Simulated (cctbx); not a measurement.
# Diagnosing a refinement

Cell a = 10.4190 Å, b = 6.4460 Å, c = 11.2940 Å, α = 90.00°, β = 90.00°, γ = 90.00°; space group Amm2 (no. 38).

Simulated single-crystal data (cctbx): Cu Kα, λ = 1.54184 Å, to d = 0.83 Å, 70 % of the full sphere, strongest reflection 5000 counts, noise from counting, a 6 % proportional error and a noise floor of 4 counts (s.d.); no absorption, and some extinction, which the refinements don't model.

An anisotropic refinement with weights 1/σ² prints:

```text
Rint 0.052, 783 unique reflections to 0.83 A
cycle     R1     wR2    GooF  max shift (A)
   1  0.0986  0.2597   4.097   0.11687
  12  0.0884  0.2241   3.536   0.00392
final R1 0.0884 wR2 0.2241 GooF 3.536  parameters 43  data/parameter 18.2
atom        x        y        z      Ueq    occ   su(xyz)  su(Uiso or U11)
Pb1    0.50000  0.00000  0.16224   0.0022  1.000  0.00034  0.0008  NPD
Zr1    0.50000  0.50000  0.17171  -0.0008  1.000  0.00109  0.0015  NPD
Mg1    0.75326  0.00000  0.33658   0.0427  1.000  0.00268  0.0093
Mg2    0.75329  0.74630  0.09101   0.0070  1.000  0.00132  0.0049
Mg3    0.00000  0.24865  0.43176  -0.0061  1.000  0.00181  0.0049  NPD
Mg4    0.50000  0.25083  0.43099  -0.0045  1.000  0.00203  0.0049  NPD
Mg5    0.00000  0.50000  0.17711   0.0006  1.000  0.00250  0.0063  NPD
Mg6    0.00000  0.00000  0.16711   0.0435  1.000  0.01199  0.0090
difference map: max 18.11 min -4.06 rms 0.92
Q1    0.2486  0.0000  0.8336    4   18.68  3.14 A from Mg5
Q2    0.2488  0.0000  0.4910    4   14.25  1.74 A from Mg1
Q3    0.5000  0.0000  0.1674    2   11.89  0.06 A from Pb1
Q4    0.0000  0.0000  0.1672    2    9.53  0.00 A from Mg6
Q5    0.2490  0.0000  0.0112    4    7.42  1.87 A from Mg2
Q6    0.5000  0.0000  0.6732    2    7.24  0.02 A from Zr1
```

Q: Accept it or mend it, and why?

Mend it. The fault: an atom left out, Mg at (0.7511, 1/2, 0.3326). Against the right model at the same level, R1 goes from 0.0249 to 0.0884 and GooF from 0.95 to 3.54, U of Zr1 shrinks from 0.0038 to -0.0008 Å², U of Mg1 swells from 0.0081 to 0.0427 Å², U of Mg6 swells from 0.0084 to 0.0435 Å², the top difference peak, 18.7 e/Å³, lies 3.14 Å from Mg5 and Pb1, Zr1, Mg3, Mg4 and Mg5 go non-positive-definite. Q1 is the missing atom. With scattering power missing, scale and phases suffer, so peaks may also grow on the heavy atoms. The fit had not settled when the cycles ran out.

The compound is Mg14ZrPb. The right model at the same level gives:

```text
Rint 0.052, 783 unique reflections to 0.83 A
cycle     R1     wR2    GooF  max shift (A)
   1  0.0278  0.0679   1.075   0.00355
   5  0.0249  0.0597   0.946   0.00029
final R1 0.0249 wR2 0.0597 GooF 0.946  parameters 49  data/parameter 16.0
atom        x        y        z      Ueq    occ   su(xyz)  su(Uiso or U11)
Pb1    0.50000  0.00000  0.16404   0.0028  1.000  0.00016  0.0002
Zr1    0.50000  0.50000  0.16921   0.0038  1.000  0.00041  0.0004
Mg1    0.75130  0.50000  0.32856   0.0062  1.000  0.00045  0.0015
Mg2    0.75261  0.00000  0.32800   0.0081  1.000  0.00047  0.0015
Mg3    0.75295  0.74694  0.08651   0.0041  1.000  0.00037  0.0012
Mg4    0.00000  0.24843  0.41622   0.0066  1.000  0.00169  0.0012
Mg5    0.50000  0.24938  0.41389   0.0068  1.000  0.00163  0.0012
Mg6    0.00000  0.50000  0.16921   0.0054  1.000  0.00172  0.0016
Mg7    0.00000  0.00000  0.16446   0.0084  1.000  0.00188  0.0016
Flack x: 0.01(3)
Hooft y: 0.007(35)  Bijvoet pairs: 361
difference map: max 0.66 min -0.83 rms 0.17
Q1    0.5000  0.0000  0.3399    2    0.68  1.81 A from Mg5
Q2    0.2353  0.0000  0.6523    4    0.64  1.76 A from Mg3
Q3    0.1695  0.0910  0.7862    8    0.64  1.12 A from Mg1
Q4    0.3550  0.1527  0.9181    8    0.57  1.64 A from Mg5
Q5    0.1262  0.2487  0.0175    8    0.56  1.48 A from Mg3
Q6    0.3554  0.1543  0.4155    8    0.55  1.63 A from Mg5
```

The model was made for the exercise: a known structure type with other elements put in, its volume estimated, not relaxed; displacement parameters are assumed.

[Middle refinement cycles are left out of these outputs.]

[Logs are printed without paths, hosts, clocks, repeated set-up lines and the standing remarks that a program may print on its own settings, such as how far it seeks lower states.]
